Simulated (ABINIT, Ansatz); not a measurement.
## Si3N4 (Fd-3m): G0W0 with ABINIT, start to end

How does a plane-wave GW calculation on Si3N4 (Fd-3m) run from the first input to the gap?

Method: PBE and many-body steps on it, plane waves, in ABINIT 10.8.3.

**What was measured.**

- Gap 4.3 ± 0.25 eV: gap from soft X-ray absorption and emission edges; soft X-ray absorption and emission spectroscopy; powder (earlier literature measurement) (quoted in “Photoluminescence and electronic transitions in cubic silicon nitride”, 2016, pmc:4698759).

Most raw output is cut from this account.

### 1. The starting structure

The structure is cubic, space group Fd-3m (No. 227). The conventional cell has a = 7.787 Å, b = 7.787 Å, c = 7.787 Å, α = 90.00°, β = 90.00°, γ = 90.00°. Si has 6 N at 1.89 Å nearest. Nearest to Si lie 4 N at 1.79 Å. Nearest to N lie 4 Si at 1.79 to 1.89 Å. Farther neighbours and most contacts between anions are not listed.

The cell and positions are those that the Materials Project relaxed with its own functionals (PBE, PBE+U or r2SCAN), kept fixed. This is not the form that Si3N4 usually takes at ambient conditions.

### 2. Ground state

This step: ABINIT 10.8.3; DFT, PBE, plane waves, norm-conserving pseudopotentials.

The ground-state density comes first.

Contents of run.abi:

```
acell 3*1.0 Angstrom
rprim 
  -0.000000000000 3.893718000000 3.893718000000
  3.893718000000 0.000000000000 3.893718000000
  3.893718000000 3.893718000000 -0.000000000000
ntypat 2
znucl 14 7
natom 14
typat 1 1 1 1 1 1 2 2 2 2 2 2 2 2
xred 
  0.125000000000 0.125000000000 0.625000000000
  0.125000000000 0.625000000000 0.125000000000
  0.625000000000 0.125000000000 0.125000000000
  0.125000000000 0.125000000000 0.125000000000
  0.750000000000 0.750000000000 0.750000000000
  0.500000000000 0.500000000000 0.500000000000
  0.367563000000 0.367563000000 0.367563000000
  0.352689000000 0.882437000000 0.882437000000
  0.882437000000 0.882437000000 0.352689000000
  0.882437000000 0.352689000000 0.882437000000
  0.367563000000 0.367563000000 0.897311000000
  0.367563000000 0.897311000000 0.367563000000
  0.882437000000 0.882437000000 0.882437000000
  0.897311000000 0.367563000000 0.367563000000
pp_dirpath "pseudos"
pseudos "Si.upf, N.upf"
ecut 36
ngkpt 4 4 4
nshiftk 1
shiftk 0 0 0
kptopt 1
chksymbreak 0
nband 43
occopt 1
tolvrs 1e-10
nstep 60
prtwf 0
optforces 0
optstress 0
indata_prefix "in"
outdata_prefix "out"
tmpdata_prefix "tmp"
```

Command:

```sh
$ OMP_NUM_THREADS=1 mpirun -n 16 abinit run.abi > log
```

Run time: 55 s. Hardware: 16 MPI ranks of Arm Neoverse N1, shared host; peak memory 2 GiB.

This step gave:

| Item | Value |
| --- | --- |
| total energy | -2962.2955 eV |
| gap | 3.398 eV |
| k of the valence top | -0.25, 0.25, 0 |
| k of the conduction bottom | 0, 0, 0 |
| least direct gap | 3.407 eV |

The gap is indirect, with the least direct gap 0.008 eV higher.

### 3. Bands along the symmetry lines

Levels along a band path, at the cheap level, show where the edges lie and whether the meshes to come will hold them.

Edit run.abi of step 2 so:

```diff
@@ -27,14 +27,40 @@
 ecut 36
-ngkpt 4 4 4
-nshiftk 1
-shiftk 0 0 0
-kptopt 1
-chksymbreak 0
-nband 43
-occopt 1
-tolvrs 1e-10
-nstep 60
+iscf -2
+irdden 1
+kptopt 0
+nkpt 26
+kpt 
+  0.00000000 0.00000000 0.00000000
+  0.12500000 0.00000000 0.12500000
+  0.25000000 0.00000000 0.25000000
+  0.37500000 0.00000000 0.37500000
+  0.50000000 0.00000000 0.50000000
+  0.53125000 0.06250000 0.53125000
+  0.56250000 0.12500000 0.56250000
+  0.59375000 0.18750000 0.59375000
+  0.62500000 0.25000000 0.62500000
+  0.37500000 0.37500000 0.75000000
+  0.28125000 0.28125000 0.56250000
+  0.18750000 0.18750000 0.37500000
+  0.09375000 0.09375000 0.18750000
+  0.00000000 0.00000000 0.00000000
+  0.12500000 0.12500000 0.12500000
+  0.25000000 0.25000000 0.25000000
+  0.37500000 0.37500000 0.37500000
+  0.50000000 0.50000000 0.50000000
+  0.50000000 0.43750000 0.56250000
+  0.50000000 0.37500000 0.62500000
+  0.50000000 0.31250000 0.68750000
+  0.50000000 0.25000000 0.75000000
+  0.50000000 0.18750000 0.68750000
+  0.50000000 0.12500000 0.62500000
+  0.50000000 0.06250000 0.56250000
+  0.50000000 0.00000000 0.50000000
+istwfk *1
+nband 39
+nbdbuf 2
+tolwfr 1e-08
+nstep 40
 prtwf 0
-optforces 0
-optstress 0
+prtvol 0
 indata_prefix "in"
```

It took 57 s on 16 MPI ranks; peak memory 1.4 GiB.

This step gave:

```
gap                        : 3.370 eV
k of the valence top       : 0.1875, 0.1875, 0.375
k of the conduction bottom : 0, 0, 0
least direct gap           : 3.407 eV
```

The gap is 3.370 eV, −0.028 eV from the run before at this level.

The electronic bands at the labelled points (eV, zero at the top of the highest filled band):

| point | band 29 | band 30 | band 31 | band 32 | band 33 | band 34 | band 35 | band 36 |
| --- | --- | --- | --- | --- | --- | --- | --- | --- |
| Γ | -0.16 | -0.04 | -0.04 | -0.04 | 3.37 | 3.37 | 3.37 | 4.91 |
| halfway | -0.58 | -0.56 | -0.56 | -0.26 | 4.41 | 4.96 | 4.96 | 6.00 |
| X | -1.10 | -1.10 | -0.43 | -0.43 | 6.65 | 6.65 | 6.96 | 6.96 |
| halfway | -1.28 | -1.15 | -0.60 | -0.35 | 6.63 | 6.68 | 6.96 | 6.99 |
| U | -1.44 | -1.20 | -0.96 | -0.22 | 6.22 | 6.67 | 6.94 | 7.15 |
| jump to K | -1.44 | -1.20 | -0.96 | -0.22 | 6.22 | 6.67 | 6.94 | 7.15 |
| halfway | -0.76 | -0.74 | -0.58 | 0.00 | 4.56 | 4.73 | 4.94 | 6.33 |
| Γ | -0.16 | -0.04 | -0.04 | -0.04 | 3.37 | 3.37 | 3.37 | 4.91 |
| halfway | -0.49 | -0.44 | -0.14 | -0.14 | 4.11 | 4.37 | 4.37 | 5.99 |
| L | -0.47 | -0.47 | -0.34 | -0.34 | 4.95 | 5.79 | 5.79 | 6.27 |
| halfway | -1.23 | -1.12 | -0.41 | -0.34 | 5.67 | 6.26 | 6.34 | 6.89 |
| W | -1.04 | -1.04 | -0.73 | -0.73 | 6.66 | 6.66 | 7.17 | 7.17 |
| halfway | -1.25 | -1.25 | -0.53 | -0.53 | 6.70 | 6.70 | 6.99 | 6.99 |
| X | -1.10 | -1.10 | -0.43 | -0.43 | 6.65 | 6.65 | 6.96 | 6.96 |

### 4. Empty states on the mesh, 4×4×4 mesh, 941 bands

The sums over transitions need many empty states on a uniform mesh; this step solves for them.

Contents of run.abi:

```
acell 3*1.0 Angstrom
rprim 
  -0.000000000000 3.893718000000 3.893718000000
  3.893718000000 0.000000000000 3.893718000000
  3.893718000000 3.893718000000 -0.000000000000
ntypat 2
znucl 14 7
natom 14
typat 1 1 1 1 1 1 2 2 2 2 2 2 2 2
xred 
  0.125000000000 0.125000000000 0.625000000000
  0.125000000000 0.625000000000 0.125000000000
  0.625000000000 0.125000000000 0.125000000000
  0.125000000000 0.125000000000 0.125000000000
  0.750000000000 0.750000000000 0.750000000000
  0.500000000000 0.500000000000 0.500000000000
  0.367563000000 0.367563000000 0.367563000000
  0.352689000000 0.882437000000 0.882437000000
  0.882437000000 0.882437000000 0.352689000000
  0.882437000000 0.352689000000 0.882437000000
  0.367563000000 0.367563000000 0.897311000000
  0.367563000000 0.897311000000 0.367563000000
  0.882437000000 0.882437000000 0.882437000000
  0.897311000000 0.367563000000 0.367563000000
pp_dirpath "pseudos"
pseudos "Si.upf, N.upf"
ecut 36
ngkpt 4 4 4
nshiftk 1
shiftk 0 0 0
kptopt 1
chksymbreak 0
iscf -2
irdden 1
istwfk *1
nband 941
nbdbuf 84
tolwfr 1e-09
nstep 60
prtvol 0
indata_prefix "in"
outdata_prefix "out"
tmpdata_prefix "tmp"
```

Command:

```sh
$ OMP_NUM_THREADS=2 mpirun -n 8 abinit run.abi > log
```

Wall time 39 min (8 MPI ranks); peak memory 2 GiB.

Numbers from this step:

| Property | Result |
| --- | --- |
| gap | 3.398 eV |
| k of the valence top | -0.25, 0.25, 0 |
| k of the conduction bottom | 0, 0, 0 |
| least direct gap | 3.407 eV |
| k points computed | 8 |
| lowest point of the top converged band, above the valence top | 191.8030 eV |

On this mesh the gap is 3.398 eV.

### 5. Screening, 4×4×4 mesh, 368 bands, screening to 212.2 eV

The RPA dielectric matrix is built and inverted for each q.

This step: RPA screening on PBE, plane waves, norm-conserving pseudopotentials.

Edit run.abi of step 4 so:

```diff
@@ -32,10 +32,11 @@
 chksymbreak 0
-iscf -2
-irdden 1
 istwfk *1
-nband 941
-nbdbuf 84
-tolwfr 1e-09
-nstep 60
-prtvol 0
+occopt 1
+irdwfk 1
+optdriver 3
+nband 368
+ecuteps 7.8
+inclvkb 2
+awtr 1
+symchi 1
 indata_prefix "in"
```

Command:

```sh
$ OMP_NUM_THREADS=1 mpirun -n 16 abinit run.abi > log
```

Run time: 29 min. Hardware: 16 MPI ranks; peak memory 17 GiB.

Numbers from this step:

```yaml
eps_infinity_with_local_fields_on_this_mesh_along_the_program_s_q_direction: 4.986
the_same_without_local_fields: 5.433
plasma_frequency: 27.34 eV
plane_waves_in_the_screening_matrix: 869
```

Local fields lower ε∞ by 8 %.

### 6. Self-energy, 4×4×4 mesh, 368 bands, screening to 212.2 eV

The self-energy is evaluated for the states that the input lists, and the levels follow from it, in one-shot runs by the linearised quasiparticle equation.

This step: G0W0 on PBE, plane waves, norm-conserving pseudopotentials.

Edit run.abi of step 5 so:

```diff
@@ -35,8 +35,17 @@
 irdwfk 1
-optdriver 3
+optdriver 4
 nband 368
+gwcalctyp 0
+ecutsigx 36
+symsigma 1
+nkptgw 2
+kptgw 
+  -0.2500000000 0.2500000000 0.0000000000
+  0.0000000000 0.0000000000 0.0000000000
+bdgw 
+  31 34
+  30 35
 ecuteps 7.8
-inclvkb 2
-awtr 1
-symchi 1
+irdscr 1
+ppmodel 1
 indata_prefix "in"
```

The job ended after 4.4 min (16 MPI ranks; peak memory 14 GiB; 70 min of CPU time).

This step gave:

```yaml
g0w0_gap_on_the_points_computed: 4.472 eV
starting_gap_on_the_mesh: 3.398 eV
k_of_the_valence_top: -0.25, 0.25, 0
k_of_the_conduction_bottom: 0, 0, 0
z_at_the_valence_top: 0.806
z_at_the_conduction_bottom: 0.839
least_direct_g0w0_gap_on_the_computed_points: 4.519 eV
```

The gap on the mesh goes from 3.40 eV to 4.47 eV, a correction of +1.07 eV.

Limits: finite bands, cutoff and mesh. v1 is the top filled band, c1 the lowest empty one. The levels before and after the correction (eV, zero at the valence-band top of each column):

|  | conduction bottom | valence top |
| --- | --- | --- |
| Kohn-Sham | 3.40 | 0.00 |
| G0W0 | 4.47 | 0.00 |

|  | level | energy (eV) |
| --- | --- | --- |
| Kohn-Sham | (-0.25 0.25 0) v2 | -0.842 |
| Kohn-Sham | (-0.25 0.25 0) v1 | 0.000 |
| Kohn-Sham | (-0.25 0.25 0) c1 | 5.115 |
| Kohn-Sham | (-0.25 0.25 0) c2 | 5.618 |
| Kohn-Sham | Γ v3-v1 | -0.008 |
| Kohn-Sham | Γ c1-c3 | 3.398 |
| G0W0 | (-0.25 0.25 0) v2 | -0.956 |
| G0W0 | (-0.25 0.25 0) v1 | 0.000 |
| G0W0 | (-0.25 0.25 0) c1 | 6.276 |
| G0W0 | (-0.25 0.25 0) c2 | 6.878 |
| G0W0 | Γ v3-v1 | -0.047 |
| G0W0 | Γ c1-c3 | 4.472 |

### 7. Where the time went

Times are wall times on the hardware named with each run. The host was busy with other work, so they are no guide to cost.

| step | time | share | memory (GiB) |
| --- | --- | --- | --- |
| ground state | 55 s | 1 % | 2 |
| bands along the symmetry lines | 57 s | 1 % | 1.4 |
| empty states on the mesh | 39 min | 52 % | 2 |
| screening | 29 min | 39 % | 17 |
| self-energy | 4.4 min | 6 % | 14 |

### 8. Outcome

```
PBE gap                              : 3.37 eV, indirect (only 36 meV under the direct gap)
G0W0 gap on the mesh                 : 4.47 eV
G0W0 gap over the zone (rigid shift) : 4.44 eV
GW settings                          : 4×4×4 mesh, 368 bands, screening to 212.2 eV, Godby-Needs plasmon pole
known limits                         : not at the basis limit
```

In words: G0W0 moves the gap on the mesh from 3.40 eV to 4.47 eV (+1.07 eV), with Z of 0.81 and 0.84 at the edges. The mesh misses the band edges by 0.03 eV in all; a rigid shift gives 4.44 eV for the zone. Local fields lower the RPA ε∞ on this mesh from 5.43 to 4.99. Only 2 of the mesh's irreducible points were corrected, so a valley elsewhere could overtake. Against experiment, by G0W0@PBE: the gap of 4.44 eV lies +0.14 eV from the measured 4.3 ± 0.25 eV (electronic, quoted 2016). The calculation has static nuclei and no excitons; a measured gap holds zero-point and thermal motion, which mostly lowers it. Bands and cutoff are finite, so the gap is not at the basis limit. The miss can reach some tenths of an eV and take either sign; the mesh is an error of its own. In the G0W0 run levels were corrected at 2 k points alone, so a gap called «on the mesh» is the least over those, and an edge elsewhere would be missed.

[Paths, hosts, dates, memory and timing lines, banners, echoed tables and standing remarks are left out of the program output.]

[Logs are printed without paths, hosts, clocks, repeated set-up lines and the standing remarks that a program may print on its own settings, such as how far it seeks lower states.]

[Runs of the session that timed out or met a known fault of the program may be left out.]

[Hosts, paths, dates, database ids (printed as entryN), source tags and the programs' standing remarks are cut or masked in the printed files.]

[G0W0 gaps are taken among the corrected bands and points alone; a level outside them can change the order at an edge.]

[Where Ansatz stands beside ABINIT at settings called matched, ABINIT's density can come from a denser mesh and the files from another edition; pairs whose starting gaps differed by over 0.03 eV were left out, so agreement reads better than it is.]
